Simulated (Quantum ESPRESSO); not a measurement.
# Easy axis of MnHg with Quantum ESPRESSO

Aim: the energy of MnHg with its moments along several crystal axes.

Main program and level: Quantum ESPRESSO 7.5; PBE; plane waves with PseudoDojo 0.4.1 SR PBE standard potentials, then spin–orbit coupling on the fully relativistic files of the same set.

**1. The structure**

It takes space group P4/mmm (No. 123, tetragonal). The conventional cell has a = 3.288 Å, b = 3.288 Å, c = 3.313 Å, α = 90.00°, β = 90.00°, γ = 90.00°. Nearest to Mn lie 8 Hg at 2.85 Å. Nearest to Hg lie 8 Mn at 2.85 Å. Farther neighbours are not listed.

Structure file:

```cif
data_structure
_symmetry_space_group_name_H-M 'P4/mmm'
_symmetry_Int_Tables_number 123
_cell_length_a 3.2880
_cell_length_b 3.2880
_cell_length_c 3.3130
_cell_angle_alpha 90.000
_cell_angle_beta 90.000
_cell_angle_gamma 90.000
_cell_volume 35.82
loop_
_atom_site_label
_atom_site_type_symbol
_atom_site_symmetry_multiplicity
_atom_site_Wyckoff_symbol
_atom_site_fract_x
_atom_site_fract_y
_atom_site_fract_z
_atom_site_occupancy
Mn1 Mn 1 d 0.50000 0.50000 0.50000 1
Hg1 Hg 1 a 0.00000 0.00000 0.00000 1
```

The cell comes from the Crystallography Open Database.

**2. Collinear run on scalar-relativistic files**

The input, pw.in:

```
&CONTROL
  calculation = 'scf'
  prefix = 'pwscf'
  outdir = './tmp'
  pseudo_dir = './pseudo'
  disk_io = 'low'
/
&SYSTEM
  ibrav = 0
  celldm(1) = 8
  nat = 2
  ntyp = 2
  ecutwfc = 72
  nbnd = 26
  occupations = 'smearing'
  smearing = 'fd'
  degauss = 0.00367493
  nspin = 2
  starting_magnetization(1) = 0.2333
  starting_magnetization(2) = 0
/
&ELECTRONS
  conv_thr = 4d-11
  electron_maxstep = 150
  mixing_beta = 0.3
/
ATOMIC_SPECIES
Mn     54.9380 Mn.upf
Hg    200.5920 Hg.upf
CELL_PARAMETERS alat
   0.7766774372212    0.0000000000000    0.0000000000000
   0.0000000000000    0.7766774372212    0.0000000000000
   0.0000000000000    0.0000000000000    0.7825828313606
ATOMIC_POSITIONS crystal
Mn      0.5000000000    0.5000000000    0.5000000000
Hg      0.0000000000    0.0000000000    0.0000000000
K_POINTS automatic
8 8 8 0 0 0
```

Run with:

```console
> OMP_NUM_THREADS=1 mpirun -n 4 pw.x -nk 4 -in pw.in > pw.out
```

Numbers of over 12 decimals in the logs are rounded to 6 here.

The program printed:

```text
Program PWSCF v.7.5 starts

     Message from routine setup:
     using ibrav=0 with symmetry is DISCOURAGED, use correct ibrav instead

     K-points division:     npool     =       4
     Subspace diagonalization in iterative solution of the eigenvalue problem:

     G-vector sticks info
     --------------------
     sticks:   dense  smooth     PW     G-vecs:    dense   smooth      PW
     Sum         885     885    277                19957    19957    3359

     Using Slab Decomposition

     bravais-lattice index     =            0
     lattice parameter (alat)  =       8.0000  a.u.
     unit-cell volume          =     241.7028 (a.u.)^3
     number of atoms/cell      =            2
     number of atomic types    =            2
     number of electrons       =        35.00
     number of Kohn-Sham states=           26
     kinetic-energy cutoff     =      72.0000  Ry
     charge density cutoff     =     288.0000  Ry
     scf convergence threshold =      4.0E-11
     mixing beta               =       0.3000
     number of iterations used =            8  plain     mixing
     Exchange-correlation= PBE
                           (   1   4   3   4   0   0   0)

     celldm(1)=   8.000000  celldm(2)=   0.000000  celldm(3)=   0.000000
     celldm(4)=   0.000000  celldm(5)=   0.000000  celldm(6)=   0.000000

     crystal axes: (cart. coord. in units of alat)
               a(1) = (   0.776677   0.000000   0.000000 )
               a(2) = (   0.000000   0.776677   0.000000 )
               a(3) = (   0.000000   0.000000   0.782583 )

     reciprocal axes: (cart. coord. in units 2 pi/alat)
               b(1) = (  1.287536  0.000000  0.000000 )
               b(2) = (  0.000000  1.287536  0.000000 )
               b(3) = (  0.000000  0.000000  1.277820 )

     PseudoPot. # 1 for Mn read from file:
     Mn.upf
     Pseudo is Norm-conserving + core correction, Zval = 15.0
     Generated using ONCVPSP code by D. R. Hamann
     Using radial grid of 1464 points,  6 beta functions with:
                l(1) =   0
                l(2) =   0
                l(3) =   1
                l(4) =   1
                l(5) =   2
                l(6) =   2

     PseudoPot. # 2 for Hg read from file:
     Hg.upf
     Pseudo is Norm-conserving + core correction, Zval = 20.0
     Generated using ONCVPSP code by D. R. Hamann
     Using radial grid of 1262 points,  7 beta functions with:
                l(1) =   0
                l(2) =   0
                l(3) =   1
                l(4) =   1
                l(5) =   2
                l(6) =   2
                l(7) =   3

     atomic species   valence    mass     pseudopotential
     Mn               15.00    54.93800     Mn( 1.00)
     Hg               20.00   200.59200     Hg( 1.00)

     Starting magnetic structure
     atomic species   magnetization
     Mn              0.233
     Hg              0.000

     16 Sym. Ops., with inversion, found

   Cartesian axes

     site n.     atom                  positions (alat units)
         1        Mn     tau(   1) = (   0.3883387   0.3883387   0.3912914  )
         2        Hg     tau(   2) = (   0.0000000   0.0000000   0.0000000  )

     number of k points=    75  Fermi-Dirac smearing, width (Ry)=  0.0037
                       cart. coord. in units 2pi/alat
        k(    1) = (   0.0000000   0.0000000   0.0000000), wk =   0.0019531
        k(    2) = (   0.0000000   0.0000000   0.1597275), wk =   0.0039062
        k(    3) = (   0.0000000   0.0000000   0.3194550), wk =   0.0039062
        k(    4) = (   0.0000000   0.0000000   0.4791825), wk =   0.0039062
        k(    5) = (   0.0000000   0.0000000  -0.6389100), wk =   0.0019531
        [... 70 further k-points ...]

     Dense  grid:    19957 G-vectors     FFT dimensions: (  36,  36,  36)

     Generating pointlists ...
     new r_m :   0.2782 (alat units)  2.2253 (a.u.) for type    1
     new r_m :   0.2782 (alat units)  2.2253 (a.u.) for type    2

     Initial potential from superposition of free atoms

     starting charge      34.9994, renormalised to      35.0000
     Starting wfcs are   20 randomized atomic wfcs +    6 random wfcs

     Self-consistent Calculation

     iteration #  1     ecut=    72.00 Ry     beta= 0.30
     Davidson diagonalization with overlap
     ethr =  1.00E-02,  avg # of iterations =  4.0

     total energy              =    -550.85330385 Ry
     estimated scf accuracy    <       0.48776284 Ry

     total magnetization       =     3.31 Bohr mag/cell
     absolute magnetization    =     3.44 Bohr mag/cell

     iteration #  2     ecut=    72.00 Ry     beta= 0.30
     Davidson diagonalization with overlap
     ethr =  1.39E-03,  avg # of iterations =  1.9

     total energy              =    -550.97543256 Ry
     estimated scf accuracy    <       0.23880415 Ry

     total magnetization       =     3.67 Bohr mag/cell
     absolute magnetization    =     3.83 Bohr mag/cell

     iteration #  3     ecut=    72.00 Ry     beta= 0.30
     Davidson diagonalization with overlap
     ethr =  6.82E-04,  avg # of iterations =  1.4

     total energy              =    -551.00954287 Ry
     estimated scf accuracy    <       0.01260844 Ry

     total magnetization       =     3.70 Bohr mag/cell
     absolute magnetization    =     3.87 Bohr mag/cell

     [... further iterations left out ...]

     iteration # 12     ecut=    72.00 Ry     beta= 0.30
     Davidson diagonalization with overlap
     ethr =  1.78E-10,  avg # of iterations =  1.9

     total energy              =    -551.01728386 Ry
     estimated scf accuracy    <       0.00000003 Ry

     total magnetization       =     3.92 Bohr mag/cell
     absolute magnetization    =     4.19 Bohr mag/cell

     iteration # 13     ecut=    72.00 Ry     beta= 0.30
     Davidson diagonalization with overlap
     ethr =  8.38E-11,  avg # of iterations =  2.0

     total energy              =    -551.01728387 Ry
     estimated scf accuracy    <          4.3E-10 Ry

     total magnetization       =     3.92 Bohr mag/cell
     absolute magnetization    =     4.19 Bohr mag/cell

     iteration # 14     ecut=    72.00 Ry     beta= 0.30
     Davidson diagonalization with overlap
     ethr =  1.24E-12,  avg # of iterations =  2.2

     total energy              =    -551.01728387 Ry
     estimated scf accuracy    <          1.2E-10 Ry

     total magnetization       =     3.92 Bohr mag/cell
     absolute magnetization    =     4.19 Bohr mag/cell

     iteration # 15     ecut=    72.00 Ry     beta= 0.30
     Davidson diagonalization with overlap
     ethr =  3.44E-13,  avg # of iterations =  2.0

     Magnetic moment per site  (integrated on atomic sphere of radius R)
     atom   1 (R=0.278)  charge= 13.7032  magn=  3.9031
     atom   2 (R=0.278)  charge= 18.1406  magn= -0.0279

     End of self-consistent calculation

     Number of k-points >= 100: set verbosity='high' to print the bands.

     the Fermi energy is    16.6260 ev

!    total energy              =    -551.01728387 Ry
     estimated scf accuracy    <          1.4E-11 Ry
     smearing contrib. (-TS)   =      -0.00087776 Ry
     internal energy E=F+TS    =    -551.01640611 Ry

     The total energy is F=E-TS. E is the sum of the following terms:
     one-electron contribution =    -224.25092637 Ry
     hartree contribution      =     127.09417370 Ry
     xc contribution           =     -91.93594153 Ry
     ewald contribution        =    -361.92371191 Ry

     total magnetization       =     3.92 Bohr mag/cell
     absolute magnetization    =     4.19 Bohr mag/cell

     convergence has been achieved in  15 iterations

=------------------------------------------------------------------------------=
   JOB DONE.
=------------------------------------------------------------------------------=
```

It took 50 s on 4 MPI ranks of Arm Neoverse V1, shared host; peak memory 0.39 GiB; 3.3 min of CPU time.

Spin moment in the atom's sphere by atom:

```
atom  spin moment in the atom's sphere (μB)
 Mn1                                   3.90
 Hg2                                  -0.03
```

Numbers from this step:

* smearing term TS: 0.01194 eV
* magnetization: 3.921 μB
* absolute magnetization: 4.19 μB
* final state: ferromagnetic

**3. One pass along [001] on 5×5×5**

Each pass runs in a folder of its own that holds a copy of a collinear save from that input. The collinear spin density is turned to the axis, and its potential is diagonalised once with spin–orbit coupling on fully relativistic PseudoDojo files; the sums over occupied states, with the smearing term, are then compared.

The input, pass.in:

```
&CONTROL
  calculation = 'nscf'
  prefix = 'pwscf'
  outdir = './tmp'
  pseudo_dir = './pseudo_fr'
  disk_io = 'low'
/
&SYSTEM
  ibrav = 0
  celldm(1) = 8
  nat = 2
  ntyp = 2
  ecutwfc = 72
  nbnd = 50
  occupations = 'smearing'
  smearing = 'fd'
  degauss = 0.00367493
  noncolin = .true.
  lspinorb = .true.
  lforcet = .true.
  starting_magnetization(1) = 0.2333
  angle1(1) = 0
  angle2(1) = 0
  starting_magnetization(2) = 0
  angle1(2) = 0
  angle2(2) = 0
/
&ELECTRONS
  conv_thr = 4d-11
  electron_maxstep = 150
  mixing_beta = 0.3
  startingpot = 'file'
  startingwfc = 'random'
  diago_thr_init = 1d-09
  diago_full_acc = .true.
/
ATOMIC_SPECIES
Mn     54.9380 Mn.upf
Hg    200.5920 Hg.upf
CELL_PARAMETERS alat
   0.7766774372212    0.0000000000000    0.0000000000000
   0.0000000000000    0.7766774372212    0.0000000000000
   0.0000000000000    0.0000000000000    0.7825828313606
ATOMIC_POSITIONS crystal
Mn      0.5000000000    0.5000000000    0.5000000000
Hg      0.0000000000    0.0000000000    0.0000000000
K_POINTS automatic
5 5 5 0 0 0
```

Run with:

```console
> OMP_NUM_THREADS=1 mpirun -n 4 pw.x -nk 4 -in pass.in > pass.out
```

The program printed:

```text
[banner, memory and clock lines left out]
Program PWSCF v.7.5 starts

     Fixed quantization axis for GGA:     0.000000    0.000000    1.000000
     Message from routine setup:
     using ibrav=0 with symmetry is DISCOURAGED, use correct ibrav instead

     bravais-lattice index     =            0
     lattice parameter (alat)  =       8.0000  a.u.
     unit-cell volume          =     241.7028 (a.u.)^3
     number of atoms/cell      =            2
     number of atomic types    =            2
     number of electrons       =        35.00
     number of Kohn-Sham states=           50
     kinetic-energy cutoff     =      72.0000  Ry
     charge density cutoff     =     288.0000  Ry
     Exchange-correlation= PBE
                           (   1   4   3   4   0   0   0)
     Noncollinear calculation with spin-orbit

     [... lines left out ...]
     PseudoPot. # 1 for Mn read from file:
     Mn.upf
     Pseudo is Norm-conserving + core correction, Zval = 15.0

     PseudoPot. # 2 for Hg read from file:
     Hg.upf
     Pseudo is Norm-conserving + core correction, Zval = 20.0

     atomic species   valence    mass     pseudopotential
     Mn               15.00    54.93800     Mn( 1.00)
     Hg               20.00   200.59200     Hg( 1.00)

     16 Sym. Ops., with inversion, found

   Cartesian axes

     site n.     atom                  positions (alat units)
         1        Mn     tau(   1) = (   0.3883387   0.3883387   0.3912914  )
         2        Hg     tau(   2) = (   0.0000000   0.0000000   0.0000000  )

     number of k points=    18  Fermi-Dirac smearing, width (Ry)=  0.0037

     Dense  grid:    19957 G-vectors     FFT dimensions: (  36,  36,  36)

     Generating pointlists ...
     new r_m :   0.2782 (alat units)  2.2253 (a.u.) for type    1
     new r_m :   0.2782 (alat units)  2.2253 (a.u.) for type    2
     Message from routine read_rhog:
     some spin components not found

 -----------
Spin angles Theta, Phi (degree) =   0.0000  0.0000
 -----------

     The potential is recalculated from file :
     [... lines left out ...]
     Starting wfcs are random

     Band Structure Calculation
     Davidson diagonalization with overlap

     ethr =  1.00E-09,  avg # of iterations = 32.2

     End of band structure calculation

------
 eband, Ef (eV) =   -590.684552        16.690368
------
     [... lines left out ...]
     the Fermi energy is    16.6904 ev
     (compare with:    16.6260 eV, computed in scf)
```

It took 18 s on 4 MPI ranks; peak memory 0.34 GiB.

**4. One pass along [100] on 5×5×5**

Edit pass.in of step 3 so:

```diff
@@ -21,6 +21,6 @@
   starting_magnetization(1) = 0.2333
-  angle1(1) = 0
+  angle1(1) = 90
   angle2(1) = 0
   starting_magnetization(2) = 0
-  angle1(2) = 0
+  angle1(2) = 90
   angle2(2) = 0
```

The program printed:

```text
     [... lines left out ...]
Program PWSCF v.7.5 starts
     [... lines left out ...]
     number of atoms/cell      =            2
     [... lines left out ...]
     number of electrons       =        35.00
     number of Kohn-Sham states=           50
     kinetic-energy cutoff     =      72.0000  Ry
     charge density cutoff     =     288.0000  Ry
     [... lines left out ...]
     Noncollinear calculation with spin-orbit
     [... lines left out ...]
      8 Sym. Ops., with inversion, found
     [... lines left out ...]
     number of k points=    27  Fermi-Dirac smearing, width (Ry)=  0.0037
     [... lines left out ...]
Spin angles Theta, Phi (degree) =  90.0000  0.0000
     [... lines left out ...]
 eband, Ef (eV) =   -590.684694        16.690303
     [... lines left out ...]
     the Fermi energy is    16.6903 ev
     (compare with:    16.6260 eV, computed in scf)
```

It took 25 s on 4 MPI ranks; peak memory 0.37 GiB; 99 s of CPU time.

**5. One pass along [001] on 8×8×8**

Edit pass.in of step 4 so:

```diff
@@ -21,6 +21,6 @@
   starting_magnetization(1) = 0.2333
-  angle1(1) = 90
+  angle1(1) = 0
   angle2(1) = 0
   starting_magnetization(2) = 0
-  angle1(2) = 90
+  angle1(2) = 0
   angle2(2) = 0
@@ -47,2 +47,2 @@
 K_POINTS automatic
-5 5 5 0 0 0
+8 8 8 0 0 0
```

The program printed:

```text
     [... lines left out ...]
Program PWSCF v.7.5 starts
     [... lines left out ...]
     number of atoms/cell      =            2
     [... lines left out ...]
     number of electrons       =        35.00
     number of Kohn-Sham states=           50
     kinetic-energy cutoff     =      72.0000  Ry
     charge density cutoff     =     288.0000  Ry
     [... lines left out ...]
     Noncollinear calculation with spin-orbit
     [... lines left out ...]
     16 Sym. Ops., with inversion, found
     [... lines left out ...]
     number of k points=    75  Fermi-Dirac smearing, width (Ry)=  0.0037
     [... lines left out ...]
Spin angles Theta, Phi (degree) =   0.0000  0.0000
     [... lines left out ...]
 eband, Ef (eV) =   -590.696379        16.645316
     [... lines left out ...]
     the Fermi energy is    16.6453 ev
     (compare with:    16.6260 eV, computed in scf)
```

Wall time 69 s (4 MPI ranks); peak memory 0.55 GiB; 4.6 min of CPU time.

**6. One pass along [100] on 8×8×8**

Edit pass.in of step 5 so:

```diff
@@ -21,6 +21,6 @@
   starting_magnetization(1) = 0.2333
-  angle1(1) = 0
+  angle1(1) = 90
   angle2(1) = 0
   starting_magnetization(2) = 0
-  angle1(2) = 0
+  angle1(2) = 90
   angle2(2) = 0
```

The program printed:

```text
     [... lines left out ...]
Program PWSCF v.7.5 starts
     [... lines left out ...]
     number of atoms/cell      =            2
     [... lines left out ...]
     number of electrons       =        35.00
     number of Kohn-Sham states=           50
     kinetic-energy cutoff     =      72.0000  Ry
     charge density cutoff     =     288.0000  Ry
     [... lines left out ...]
     Noncollinear calculation with spin-orbit
     [... lines left out ...]
      8 Sym. Ops., with inversion, found
     [... lines left out ...]
     number of k points=   125  Fermi-Dirac smearing, width (Ry)=  0.0037
     [... lines left out ...]
Spin angles Theta, Phi (degree) =  90.0000  0.0000
     [... lines left out ...]
```

Wall time 43 s (4 MPI ranks); peak memory 0.46 GiB.

The run ended with an error.

**7. One pass along [001] on 12×12×12**

Edit pass.in of step 6 so:

```diff
@@ -21,6 +21,6 @@
   starting_magnetization(1) = 0.2333
-  angle1(1) = 90
+  angle1(1) = 0
   angle2(1) = 0
   starting_magnetization(2) = 0
-  angle1(2) = 90
+  angle1(2) = 0
   angle2(2) = 0
@@ -47,2 +47,2 @@
 K_POINTS automatic
-8 8 8 0 0 0
+12 12 12 0 0 0
```

The program printed:

```text
     [... lines left out ...]
Program PWSCF v.7.5 starts
     [... lines left out ...]
     number of atoms/cell      =            2
     [... lines left out ...]
     number of electrons       =        35.00
     number of Kohn-Sham states=           50
     kinetic-energy cutoff     =      72.0000  Ry
     charge density cutoff     =     288.0000  Ry
     [... lines left out ...]
     Noncollinear calculation with spin-orbit
     [... lines left out ...]
     16 Sym. Ops., with inversion, found
     [... lines left out ...]
     number of k points=   196  Fermi-Dirac smearing, width (Ry)=  0.0037
     [... lines left out ...]
Spin angles Theta, Phi (degree) =   0.0000  0.0000
     [... lines left out ...]
```

It took 2.9 min on 4 MPI ranks; peak memory 1 GiB.

The run ended with an error.

**8. One pass along [100] on 12×12×12**

Edit pass.in of step 7 so:

```diff
@@ -21,6 +21,6 @@
   starting_magnetization(1) = 0.2333
-  angle1(1) = 0
+  angle1(1) = 90
   angle2(1) = 0
   starting_magnetization(2) = 0
-  angle1(2) = 0
+  angle1(2) = 90
   angle2(2) = 0
```

The program printed:

```text
     [... lines left out ...]
Program PWSCF v.7.5 starts
     [... lines left out ...]
     number of atoms/cell      =            2
     [... lines left out ...]
     number of electrons       =        35.00
     number of Kohn-Sham states=           50
     kinetic-energy cutoff     =      72.0000  Ry
     charge density cutoff     =     288.0000  Ry
     [... lines left out ...]
     Noncollinear calculation with spin-orbit
     [... lines left out ...]
      8 Sym. Ops., with inversion, found
     [... lines left out ...]
     number of k points=   343  Fermi-Dirac smearing, width (Ry)=  0.0037
     [... lines left out ...]
Spin angles Theta, Phi (degree) =  90.0000  0.0000
     [... lines left out ...]
```

Run time: 87 s. Hardware: 4 MPI ranks; peak memory 0.65 GiB.

The run ended with an error.

**9. Anisotropy**

A pass yields neither state nor moment: for the force theorem these columns are the collinear run's. Anisotropy, by row:

```
          way   mesh   axis          state  energy less the first axis' (meV a primitive cell)  largest spin moment (μB)  CPU time (s)
force theorem  5x5x5  [001]  ferromagnetic                                                   0                     3.903         71.68
force theorem  5x5x5  [100]  ferromagnetic                                             -0.1463                     3.903         99.15
```

**10. Results**

| Item | Value |
| --- | --- |
| state | ferromagnetic |
| largest spin moment | 3.90 μB |
| easy axis of those tried, on this mesh | not resolved |
| energy along [100] less [001] (force theorem) | -0.146 meV a primitive cell, -0.65 MJ/m³ |

What this shows: Differences this small usually change with the mesh, so the easy axis is taken as not resolved. One mesh cannot show that the size is converged, and with itinerant moments even the sign can change with the mesh. Shape anisotropy is not included. The moments were started parallel in the primitive cell; if the crystal orders otherwise, its anisotropy is another. 3 runs with spin–orbit coupling did not finish. The cutoff lies under the 96 Ry that these files are usually run at.

[Logs and program files are shortened in this print: banners, set-up blocks, solver, clock and traceback lines can be left out without a mark of their own.]

[Logs are printed without paths, hosts, clocks, repeated set-up lines and the standing remarks that a program may print on its own settings, such as how far it seeks lower states.]

[Hosts, paths, dates, database ids (printed as entryN), source tags and the programs' standing remarks are cut or masked in the printed files.]

[Where a cell is said to come from a database of computed structures, the database is the Materials Project.]
